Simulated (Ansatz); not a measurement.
# Phonons of Ta3BAu (Ta3AuB antiperovskite), part 2 of 2

Question: is the lattice of Ta3BAu (Ta3AuB antiperovskite) stable, and if so, what are its coupling constant and resistivity?

Ansatz 0.2.0; DFT LDA, scalar-relativistic, plane waves, PAW.

So far, highest frequency, solved or plainly interpolated (cm⁻¹): step 4 (phonons: q 2×2×2, k 4×4×4) 777. Also lowest on path (cm⁻¹): step 4 -55.3. The relaxed cell has a = 4.265 Å (conventional setting).

The structure was built from a prototype and need not be the compound's stable phase.

### Step 5. Phonons by linear response: q 2×2×2, k 6×6×6

An imaginary mode on so few k-points may come from the sampling, so the phonons are repeated with another k mesh.

Input file input.yaml:

```yaml
crystal:
  lattice:
    - [4.2653174105, 0.0, 0.0]
    - [0.0, 4.2653174105, 0.0]
    - [0.0, 0.0, 4.2653174105]
  atoms:
    - { symbol: Au, position: [0.0, 0.0, 0.0] }
    - { symbol: Ta, position: [0.5, 0.5, 0.0] }
    - { symbol: Ta, position: [0.5, 0.0, 0.5] }
    - { symbol: Ta, position: [0.0, 0.5, 0.5] }
    - { symbol: B, position: [0.5, 0.5, 0.5] }
kpoints:
  mp_grid: { grid: [6, 6, 6] }
hamiltonian:
  xc: lda
scf:
  occupations: { method: methfessel_paxton, width: 0.2 }
output:
  eigenvalues: true
phonons:
  method: dfpt
  qmesh: [2, 2, 2]
  temperatures: { t_max: 1000, t_step: 50 }
  qpath:
    path:
      - [[0.0, 0.0, 0.0], [0.0, 0.5, 0.0], [0.5, 0.5, 0.0], [0.0, 0.0, 0.0], [0.5, 0.5, 0.5], [0.0, 0.5, 0.0]]
      - [[0.5, 0.5, 0.5], [0.5, 0.5, 0.0]]
    npoints: 10
```

The mesh is denser.

On the command line:

```sh
$ ansatz run input.yaml --threads 4 --pin off --max-ram 16384MiB --backend cpu --events-out ev --progress --plain --runs-dir out
```

Numbers of over 12 decimals in the logs are rounded to 6 here.

The program printed:

```text
[...]
Crystal: 5 atoms, lattice volume = 77.599 Å³
Basis set: ecut = 420 eV, 1503 PW (Γ), exchange–correlation on 60×60×60 points (8 copies of the dense FFT grid, shifted against one another)
Bands: 37, of which v1, the nominal top of the filled ones, is band 31 counted from 1 (30 counted from 0)
Symmetry: 48 space group operations
k-points: 20 of 216
[...]
SCF iter   1: F=—  HF=-42062.967946 eV  |F-HF|=—  |Δ(HF+E_count)|=         —  Δρ=1.05e-2  dr2=1.37e-1  ethr=1.77e-3  ⟨swp⟩=5.0  Hψ=2504  notcnv=0
[...]
SCF iter   9: F=-42062.934069 eV  HF=-42062.934069 eV  |F-HF|=0.00e0  |Δ(HF+E_count)|=  2.91e-11  S|Δr|=    0.00e0  Δρ=6.73e-8  dr2=3.96e-12  ethr=1.00e-12  ⟨swp⟩=9.7  Hψ=3306  notcnv=0
SCF 1 converged in 9 iterations: F = -42062.934069 eV  dr2 = 3.96e-12
[...]
SCF converged after 9 iterations
[...]
Free energy (F): -42062.934069 eV
[...]
Internal energy: -42062.923573 eV  (E = F + TS)
E sigma→0 (E₀):  -42062.931445 eV
Entropy (-TS):   -0.010496 eV (-2.099 meV/atom)
Fermi energy:    18.293374 eV
[...]
--- Band table (eV; the first three rows and the last of 20) ---
  k-point 0: bands = [... 27 lower, 17.8445, 18.1947, 18.1947, 18.1947, 21.3330, 21.3330, 21.3330, 21.6988, ... 2 higher]
  k-point 1: bands = [... 27 lower, 17.8515, 17.8515, 17.8800, 17.9935, 20.1846, 20.8338, 20.8338, 21.2019, ... 2 higher]
  k-point 2: bands = [... 27 lower, 16.5957, 17.1502, 17.1502, 18.4787, 19.0795, 20.4221, 20.4221, 20.9733, ... 2 higher]
  k-point 19: bands = [... 27 lower, 18.1500, 18.1500, 18.3727, 18.3727, 18.3727, 19.7850, 19.7850, 19.7850, ... 2 higher]
[...]
ASR residual: 6.291e-5 → 0.000e0 eV/Å²; symmetrization residual: 2.852e-6 eV/Å²
  ASR residual per site (eV/Å²): 6.29e-5 4.63e-6 4.63e-6 4.63e-6 9.39e-6
[...]
--- Phonons (arbitrary-q DFPT): 4 irreducible q on the 2×2×2 mesh ---
[...]
interpolated dispersion: 62 rows × 15 modes
[...]
```

Run time: 2.2 min. Hardware: 4 threads of Arm Neoverse V1, shared host; peak memory 0.81 GiB.

This step gave:

```yaml
share_of_imaginary_modes_in_the_plain_interpolation_between_solved_wavevectors: 0.0397
highest_frequency_solved_or_plainly_interpolated: 773.1 cm⁻¹
```

Solved on the 2×2×2 mesh alone; all other wavevectors are interpolated. Phonon branches along the path, in cm⁻¹:

```tsv
point	branch 1	branch 2	branch 3	branch 4	branch 12	branch 13	branch 14	branch 15
Γ	0	0	0	92	140	773	773	773
halfway	40	40	60	90	176	764	767	767
X	71	76	76	78	219	754	760	760
halfway	29	53	58	79	221	745	748	755
M	-23	-16	-16	84	229	736	736	750
halfway	38	53	76	79	178	756	756	761
Γ	0	0	0	92	140	773	773	773
halfway	42	42	69	76	182	753	753	753
R	-55	-55	-55	67	241	749	749	749
halfway	-19	26	49	65	223	744	749	749
X	71	76	76	78	219	754	760	760
jump to R	-55	-55	-55	67	241	749	749	749
halfway	-42	-34	-34	67	232	742	742	749
M	-23	-16	-16	84	229	736	736	750
```

Lowest modes at the softest wavevector of the mesh. The modes at q = (0.500, 0.500, 0.500) (shares of kinetic energy by element, %) (negative means imaginary):

```tsv
mode	frequency (cm⁻¹)	Au %	Ta %	B %
1	-55.1	0	100	0
2	-55.1	0	100	0
3	-55.1	0	100	0
4	66.6	84	16	0
5	66.6	84	16	0
6	66.6	84	16	0
```

The modes has structure finer than the step of the table below, so its rows give means over 25 cm⁻¹, whole bins alone (the curve runs from -63.8 to 806 cm⁻¹). Peaks (cm⁻¹: height): Au 78.5: 0.0715; B 751.5: 0.116; Ta 122.2: 0.0982, 215.3: 0.0335.

Phonopy on the run's constants, 13x13x13 mesh, Gaussian sigma 6.2 cm⁻¹. The modes by wavenumber; means over each step; values in 1/cm⁻¹/cell:

```tsv
wavenumber (cm⁻¹)	Au	B	Ta
-50	5.5e-5	0	0.00657
-25	7.5e-4	5.9e-6	0.0128
0	8.4e-4	7.1e-6	0.00605
25	0.00463	5.2e-5	0.0204
50	0.0159	1.3e-4	0.0342
75	0.0626	2.4e-4	0.0436
100	0.0276	3.8e-4	0.0587
125	0.00724	0.00112	0.0817
150	3.8e-4	0.00104	0.0250
175	0	6.3e-4	0.0183
200	0	3.9e-4	0.0257
225	0	1.0e-4	0.0218
250	0	1.0e-6	8.5e-4
275	0	0	0
300	0	0	0
325	0	0	0
350	0	0	0
375	0	0	0
400	0	0	0
425	0	0	0
450	0	0	0
475	0	0	0
500	0	0	0
525	0	0	0
550	0	0	0
575	0	0	0
600	0	0	0
625	0	0	0
650	0	0	0
675	0	0	0
700	0	0	0
725	0	0.00858	1.0e-4
750	0	0.0886	0.00292
775	0	0.0186	0.00106
```

No LO-TO term; unit eigenvectors of the mass-weighted matrix. The modes at Γ (shares of kinetic energy by element, %):

```tsv
mode	frequency (cm⁻¹)	symmetry	Au %	Ta %	B %
1	0.0	T1u	26	72	1
2	0.0	T1u	26	72	1
3	0.0	T1u	26	72	1
4	92.5	T1u	73	26	1
5	92.5	T1u	73	26	1
6	92.5	T1u	73	26	1
7	129.0	T2u	0	100	0
8	129.0	T2u	0	100	0
9	129.0	T2u	0	100	0
10	140.4	T1u	1	95	4
11	140.4	T1u	1	95	4
12	140.4	T1u	1	95	4
13	773.1	T1u	0	7	93
14	773.1	T1u	0	7	93
15	773.1	T1u	0	7	93
```

Displacements in mode 6 (92.5 cm⁻¹), the largest set to 1:
```
Au1 -0.08 -0.15  1.00
Ta2  0.02  0.05 -0.46
Ta3  0.02  0.07 -0.30
Ta4  0.04  0.05 -0.30
B5   0.04  0.07 -0.45
```

Displacements in mode 10 (140.4 cm⁻¹), the largest set to 1:
```
Au1  0.00 -0.03  0.11
Ta2 -0.01  0.17  0.88
Ta3 -0.01 -0.28 -0.53
Ta4  0.02  0.17 -0.53
B5   0.03 -0.32  1.00
```

Among the solved wavevectors the lowest mode, translations apart, is -55.1 cm⁻¹, imaginary.

### Step 6. What came out

```yaml
phonon_run_of_the_rows_without_a_label_of_their_own: LDA, q 2×2×2, k 6×6×6
softest_mode_on_the_q_mesh: -55.1 cm⁻¹ at q = (0.5, 0.5, 0.5)
highest_frequency_solved_or_plainly_interpolated: 773 cm⁻¹
```

The lattice is dynamically unstable at this level: a mode at q = (0.5, 0.5, 0.5) is imaginary, 55.1i cm⁻¹, so no harmonic coupling constant or resistivity is defined for this structure. These meshes are coarse, and single modes of a metal can move by tens of cm⁻¹ with the k mesh. Spin–orbit coupling, left out here, matters for Au and Ta. The phonon runs are not spin-polarised. The structure was built by hand as an ordered model, and its stability against other phases was not tested.

[Logs are printed without paths, hosts, clocks, repeated set-up lines and the standing remarks that a program may print on its own settings, such as how far it seeks lower states.]

[Hosts, paths, dates, database ids (printed as entryN), source tags and the programs' standing remarks are cut or masked in the printed files.]
